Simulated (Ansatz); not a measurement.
# BeAgH3 (built on the sites of a database entry of NaBeH3): phonons and vibrational spectra, part 2 of 3

Aim: the phonons of BeAgH3 (built on the sites of a database entry of NaBeH3) at a cell relaxed beforehand at this level. After the zone centre comes a 4×4×4 q mesh on a 12×12×12 k mesh.

Ansatz 0.2.0; DFT PBEsol, scalar-relativistic, plane waves, PAW.

So far. Step 2 (Modes at Γ): Before it was imposed, the acoustic sum rule was missed by 4.0e-5 eV/Å². Small misses are needed for a sound result but don't prove that mesh and cutoff are converged. The lowest optical mode is imaginary, 467.2i cm⁻¹, so the energy falls along it.

The structure was built from a prototype and need not be the compound's stable phase.

### 3. Response at finite wavevector

Stability and thermal properties need the whole zone. Linear response on a 4×4×4 q mesh gives force constants as far as a supercell of that size would.

File input.yaml:

```yaml
crystal:
  lattice:
    - [3.3462488596, 0.0, 0.0]
    - [0.0, 3.3462488596, 0.0]
    - [0.0, 0.0, 3.3462488596]
  atoms:
    - { symbol: Ag, position: [0.5, 0.5, 0.5] }
    - { symbol: Be, position: [0.0, 0.0, 0.0] }
    - { symbol: H, position: [0.0, 0.0, 0.5] }
    - { symbol: H, position: [0.5, 0.0, 0.0] }
    - { symbol: H, position: [0.0, 0.5, 0.0] }
kpoints:
  mp_grid: { grid: [12, 12, 12] }
hamiltonian:
  xc: pbesol
scf:
  occupations: { method: methfessel_paxton, width: 0.2 }
output:
  eigenvalues: true
phonons:
  method: dfpt
  qmesh: [4, 4, 4]
  temperatures: { t_max: 1000, t_step: 50 }
  qpath:
    path:
      - [[0.0, 0.0, 0.0], [0.0, 0.5, 0.0], [0.5, 0.5, 0.0], [0.0, 0.0, 0.0], [0.5, 0.5, 0.5], [0.0, 0.5, 0.0]]
      - [[0.5, 0.5, 0.5], [0.5, 0.5, 0.0]]
    npoints: 10
```

Command:

```console
$ ansatz run input.yaml --threads 4 --pin off --max-ram 14336MiB --backend cpu --events-out ev --progress --plain --runs-dir out
```

Numbers of over 12 decimals in the logs are rounded to 6 here.

The log of the run:

```text
[...]
Crystal: 5 atoms, lattice volume = 37.469 Å³
Basis set: ecut = 420 eV, 739 PW (Γ), exchange–correlation on 48×48×48 points (8 copies of the dense FFT grid, shifted against one another)
Bands: 17, of which v1, the nominal top of the filled ones, is band 12 counted from 1 (11 counted from 0)
Symmetry: 48 space group operations
k-points: 84 of 1728
[...]
SCF iter   1: F=—  HF=-7657.191466 eV  |F-HF|=—  |Δ(HF+E_count)|=         —  Δρ=2.37e-3  dr2=9.89e-4  ethr=1.77e-3  ⟨swp⟩=5.0  Hψ=7101  notcnv=0
[...]
SCF iter   7: F=-7657.191347 eV  HF=-7657.191347 eV  |F-HF|=1.82e-12  |Δ(HF+E_count)|=  1.46e-11  S|Δr|=    0.00e0  Δρ=8.37e-8  dr2=1.20e-12  ethr=1.00e-12  ⟨swp⟩=5.0  Hψ=6528  notcnv=0
SCF 1 converged in 7 iterations: F = -7657.191347 eV  dr2 = 1.20e-12
[...]
iter 1 solved again at ethr=4.02e-8 eV; its pass at ethr=3.10e-3 eV (dr2=9.65e-6 eV) is discarded
SCF iter   1: F=—  HF=-7657.191336 eV  |F-HF|=—  |Δ(HF+E_count)|=         —  Δρ=2.20e-7  dr2=7.81e-12  ethr=4.02e-8  ⟨swp⟩=2.9  Hψ=10647  notcnv=0
eigensolver tolerance schedule: the retry pair's looser diagonalisation over-reported the residual by 1235279.93 of it (diagonalisation noise at an unbounded share of the residual, at the tolerance the schedule requests for it); recorded, not acted on — ethr = c·dr2/N_el stays at c = 1.0e-1
[...]
SCF iter   2: F=—  HF=-7657.191347 eV  |F-HF|=—  |Δ(HF+E_count)|=   1.13e-5  S|Δr|=    0.00e0  Δρ=9.43e-8  dr2=2.00e-12  ethr=1.00e-12  ⟨swp⟩=5.3  Hψ=5496  notcnv=0
SCF iter   3: F=-7657.191347 eV  HF=-7657.191347 eV  |F-HF|=1.82e-12  |Δ(HF+E_count)|=  1.82e-12  S|Δr|=    0.00e0  Δρ=4.93e-8  dr2=3.19e-13  ethr=1.00e-12  ⟨swp⟩=1.0  Hψ=3203  notcnv=0
SCF 2 converged in 3 iterations: F = -7657.191347 eV  dr2 = 3.19e-13
phonons: the bands overlap, so this run is a metal and interpolates without the dipole-dipole term. If the crystal is really an insulator or semiconductor, its LO-TO splitting is missing
NSCF: frozen V_eff on 84 k-points
[...]
DFPT response loops at q = (0, 0, 0) (fractional): preconditioner auto → Kerker (q_TF=auto, 2.533 Å⁻¹) (partly filled bands, converged f_vac=0.000); β = 1.00, the filter's whole step (`scf.mixing.beta` (0.50) is not read by the response loops under this deck's `scf.mixing.preconditioner`; to damp them name `kerker` or `kerker_dos`, under which they read `scf.mixing.beta`, and type it under 1.00, their step now; both keys bind the ground state too); Broyden in place of MSR1
[...]
SCF converged after 7 iterations
[...]
Free energy (F): -7657.191347 eV
[...]
Internal energy: -7657.191453 eV  (E = F + TS)
E sigma→0 (E₀):  -7657.191374 eV
Entropy (-TS):   0.000106 eV (0.021 meV/atom)
Fermi energy:    10.662913 eV
[...]
--- Band table (eV; the first three rows and the last of 84) ---
  k-point 0: bands = [... 8 lower, 6.2790, 6.2790, 10.8339, 10.8339, 12.2903, 12.2903, 12.2903, 16.3502, ... 1 higher]
  k-point 1: bands = [... 8 lower, 6.2330, 6.2821, 9.9615, 10.7631, 12.4217, 12.4217, 13.1017, 16.6009, ... 1 higher]
  k-point 2: bands = [... 8 lower, 6.1132, 6.2909, 8.7645, 10.5657, 12.7958, 12.7958, 14.0335, 17.4538, ... 1 higher]
  k-point 83: bands = [... 8 lower, 6.6953, 9.0321, 9.0321, 9.0321, 10.4517, 12.2280, 12.2280, 12.2280, ... 1 higher]
--- Phonons (Γ-DFPT): 4 representative perturbations + reference (Σ response iterations 13) ---
  ASR residual: 3.949e-5 → 0.000e0 eV/Å²; symmetrization residual: 9.278e-7 eV/Å²
  ASR residual per site (eV/Å²): 2.23e-5 3.95e-5 5.89e-6 5.89e-6 5.89e-6
[...]
--- Phonons (arbitrary-q DFPT): 10 irreducible q on the 4×4×4 mesh ---
  q = [0.0000, 0.0000, 0.0000] (star 1, of the zone-centre solve; hermiticity 9.63e-7, symmetrization 1.33e-11): -467.18 -467.18 -467.18 0.00 0.00 0.00 66.33 66.33 66.33 683.31 683.31 683.31 1058.29 1058.29 1058.29
  q = [0.0000, 0.0000, 0.2500] (star 6, 9 solved perturbations in 4536 linear systems a pass and spin channel, the states on 588 of 1728 k-point pairs; hermiticity 4.43e-7, symmetrization 2.47e-12): -319.49 -319.49 -47.95 -47.95 -18.50 95.43 95.43 171.19 662.69 662.69 702.36 838.51 1034.21 1034.21 1169.76
[...]
q = [0.0000, 0.2500, -0.5000] (star 12, 15 solved perturbations on 588 of 1728 k-point pairs; hermiticity 7.24e-7, symmetrization 5.05e-9): -375.41 -77.61 -62.77 -52.78 68.41 260.11 271.63 361.40 417.14 621.52 813.27 881.09 928.53 965.22 1372.36
[...]
sum rule: each row above includes the acoustic sum rule's correction from the zone centre's row sums; it moved no ω² by more than (1.26 cm⁻¹)²
  mesh force constants: q→R imaginary residual 1.88e-18; ASR residual 3.949e-5 → 0.000e0 eV/Å²; symmetrization residual 3.109e-15 eV/Å²
  interpolated dispersion: 62 rows × 15 modes
  density of states and harmonic sums: on the 20×20×20 q-mesh, interpolated from the force constants of a 4×4×4 supercell (no non-analytic term)
  largest difference from the sums on the solved wave vectors: F 4.36e-2 eV, S 6.81e-5 and C_V 2.46e-5 eV/K
  zero-point energy: 0.419113 eV/cell   skipped modes (ω ≤ 0): 1392, of them read as no rigid motion or as one in doubt: 1389 (4.825e0 modes/cell left out, lowest -895.61 cm⁻¹)   left out of the sums: 3.22e-1 of the cell's modes: C_V's classical limit lies that fraction below 3 k_B per atom; for a crystal, a wire or a layer, F and S can be off by more, and a phonons.interpolated_qmesh denser along its periods is the remedy for the sampling
```

It took 8.6 min on 4 threads of Intel Xeon Platinum 8259CL at 2.50GHz (Skylake/Cascade Lake), shared host; peak memory 2.5 GiB.

Numbers from this step:

```
sum-rule residual before enforcement                    : 3.95e-5 eV/Å²
lowest frequency on the path                            : -895.6 cm⁻¹
highest frequency on the path or at a solved wavevector : 1570 cm⁻¹
lowest mode on the q mesh (acoustic modes at Γ apart)   : -895.6 cm⁻¹
```

Frequencies (cm⁻¹) solved at each irreducible wavevector; negative means imaginary. Frequencies by wavevector, by row:

```
q in reciprocal lattice units  star  mode 1  mode 2  mode 3  mode 4  mode 13  mode 14  mode 15
                        0 0 0     1  -467.2  -467.2  -467.2       0     1058     1058     1058
                     0 0 0.25     6  -319.5  -319.5     -48     -48     1034     1034     1170
                     0 0 -0.5     3  -128.5  -128.5   -74.1   -74.1     1006     1006     1228
                  0 0.25 0.25    12    -423  -102.5   -58.1   -53.5    953.6     1004     1308
                  0 0.25 -0.5    12  -375.4   -77.6   -62.8   -52.8    928.5    965.2     1372
                  0 -0.5 -0.5     3  -895.6  -160.8   -80.5   -69.8    889.6    946.9     1460
               0.25 0.25 0.25     8  -410.1  -410.1   -63.4   -63.4    949.4    949.4     1398
               0.25 0.25 -0.5    12  -375.5  -365.1  -313.9   -71.5    926.9    945.3     1454
               0.25 -0.5 -0.5     6  -815.2  -361.9  -361.9   -73.4    941.3    981.2     1517
               -0.5 -0.5 -0.5     1  -774.7  -774.7  -774.7     -70    997.6    997.6     1570
```

Interpolated from a 4×4×4 q mesh. Phonon branches along the path, in cm⁻¹:

```
    point  branch 1  branch 2  branch 3  branch 4  branch 12  branch 13  branch 14  branch 15
        Γ      -467      -467      -467         0        683       1058       1058       1058
  halfway      -320      -320       -48       -48        838       1034       1034       1170
        X      -128      -128       -74       -74        902       1006       1006       1228
  halfway      -375       -78       -63       -53        881        928        965       1372
        M      -896      -161       -80       -70        833        890        947       1460
  halfway      -423      -102       -58       -54        900        954       1004       1308
        Γ      -467      -467      -467         0        683       1058       1058       1058
  halfway      -410      -410       -63       -63        912        949        949       1398
        R      -775      -775      -775       -70        998        998        998       1570
  halfway      -376      -365      -314       -71        912        927        945       1454
        X      -128      -128       -74       -74        902       1006       1006       1228
jump to R      -775      -775      -775       -70        998        998        998       1570
  halfway      -815      -362      -362       -73        941        941        981       1517
        M      -896      -161       -80       -70        833        890        947       1460
```

The phonon density of states has structure finer than the step of the table below, so its rows give means over 50 cm⁻¹, whole bins alone (the curve runs from -890 to 1570 cm⁻¹). Peaks (cm⁻¹: height): -70.0: 0.0874, 310.0: 0.0155, 950.0: 0.0285.

Tetrahedra on a 20×20×20 mesh, mean over bins of 20 cm-1. Interpolated from a 4×4×4 q mesh. The phonon density of states by wavenumber; means over each step:

```csv
wavenumber (cm⁻¹),phonon density of states (1/cm⁻¹/cell)
-850,3.4e-4
-800,7.3e-4
-750,0.00126
-700,0.00141
-650,0.00149
-600,0.00161
-550,0.00178
-500,0.00206
-450,0.00277
-400,0.00456
-350,0.00490
-300,0.00358
-250,0.00307
-200,0.00297
-150,0.00362
-100,0.0181
-50,0.0386
0,0.00411
50,0.00385
100,0.00683
150,0.00743
200,0.0112
250,0.0133
300,0.0143
350,0.00678
400,0.00427
450,0.00656
500,0.00556
550,0.00506
600,0.00838
650,0.00843
700,0.00469
750,0.00549
800,0.00797
850,0.00766
900,0.0166
950,0.0247
1000,0.0113
1050,0.00270
1100,3.8e-4
1150,5.8e-4
1200,8.5e-4
1250,0.00187
1300,0.00253
1350,0.00308
1400,0.00370
1450,0.00387
1500,0.00217
```

The partial phonon density of states has structure finer than the step of the table below, so its rows give means over 50 cm⁻¹, whole bins alone (the curve runs from -890 to 1624 cm⁻¹). Peaks (cm⁻¹: height): Ag -68.0: 0.0512; Be 280.0: 0.0106, 469.8: 0.00314; H -368.5: 0.00512, 627.9: 0.00969, 944.3: 0.0249, 1434.6: 0.00402.

Phonopy on the run's constants, 17x17x17 mesh, Gaussian sigma 18.0 cm-1. Interpolated from a 4×4×4 q mesh. Partial phonon density of states against wavenumber; means over each step; values in 1/cm⁻¹/cell:

```
wavenumber (cm⁻¹)       Ag       Be        H
             -850        0        0   3.5e-4
             -800        0   4.7e-7   8.4e-4
             -750        0   8.9e-6  0.00116
             -700        0   1.8e-5  0.00141
             -650        0   3.3e-5  0.00161
             -600        0   3.4e-5  0.00133
             -550        0   6.2e-5  0.00142
             -500        0   1.6e-4  0.00295
             -450   6.8e-6   9.2e-5  0.00205
             -400   2.9e-5   1.8e-4  0.00379
             -350   3.6e-5   3.7e-4  0.00500
             -300   3.0e-5   3.7e-4  0.00374
             -250   3.2e-5   2.2e-4  0.00230
             -200   6.0e-5   3.9e-4  0.00227
             -150   4.4e-4   6.9e-4  0.00172
             -100   0.0180  0.00119  0.00124
              -50   0.0345  0.00112   6.9e-4
                0  0.00407   3.4e-4   2.4e-4
               50   9.8e-4  0.00146   6.1e-4
              100   6.6e-4  0.00497  0.00140
              150   3.5e-4  0.00647  0.00204
              200   2.0e-4  0.00819  0.00257
              250   2.0e-4  0.00919  0.00325
              300   1.9e-4  0.00976  0.00404
              350   6.9e-5  0.00450  0.00267
              400   2.0e-5  0.00189  0.00281
              450   1.1e-5  0.00265  0.00355
              500   9.2e-6  0.00200  0.00358
              550   1.8e-6   9.3e-4  0.00422
              600   9.4e-6   5.9e-4  0.00751
              650   5.3e-6   2.6e-4  0.00816
              700        0   1.4e-4  0.00499
              750   2.5e-6   1.2e-4  0.00528
              800   1.0e-5   2.6e-4  0.00742
              850   1.0e-5   3.5e-4  0.00784
              900   1.4e-5   5.1e-4   0.0164
              950   2.0e-5   3.1e-4   0.0228
             1000   9.8e-6   6.0e-5   0.0116
             1050        0   5.8e-6  0.00303
             1100        0        0   5.1e-4
             1150        0        0   5.8e-4
             1200        0   7.1e-6   9.0e-4
             1250        0   1.8e-5  0.00182
             1300        0   2.0e-5  0.00248
             1350        0   2.0e-5  0.00304
             1400        0   2.0e-5  0.00365
             1450        0   1.7e-5  0.00372
             1500        0   8.9e-6  0.00223
             1550        0   4.5e-7   9.0e-4
```

Symmetry leaves 10 wavevectors to solve. The lowest mode among them, the acoustic zeros apart, lies at q = (0, -0.5, -0.5) and is imaginary, 895.6i cm⁻¹, so the energy falls along it.

(Part 2 of 3 ends here.)

[Logs are printed without paths, hosts, clocks, repeated set-up lines and the standing remarks that a program may print on its own settings, such as how far it seeks lower states.]

[Hosts, paths, dates, database ids (printed as entryN), source tags and the programs' standing remarks are cut or masked in the printed files.]
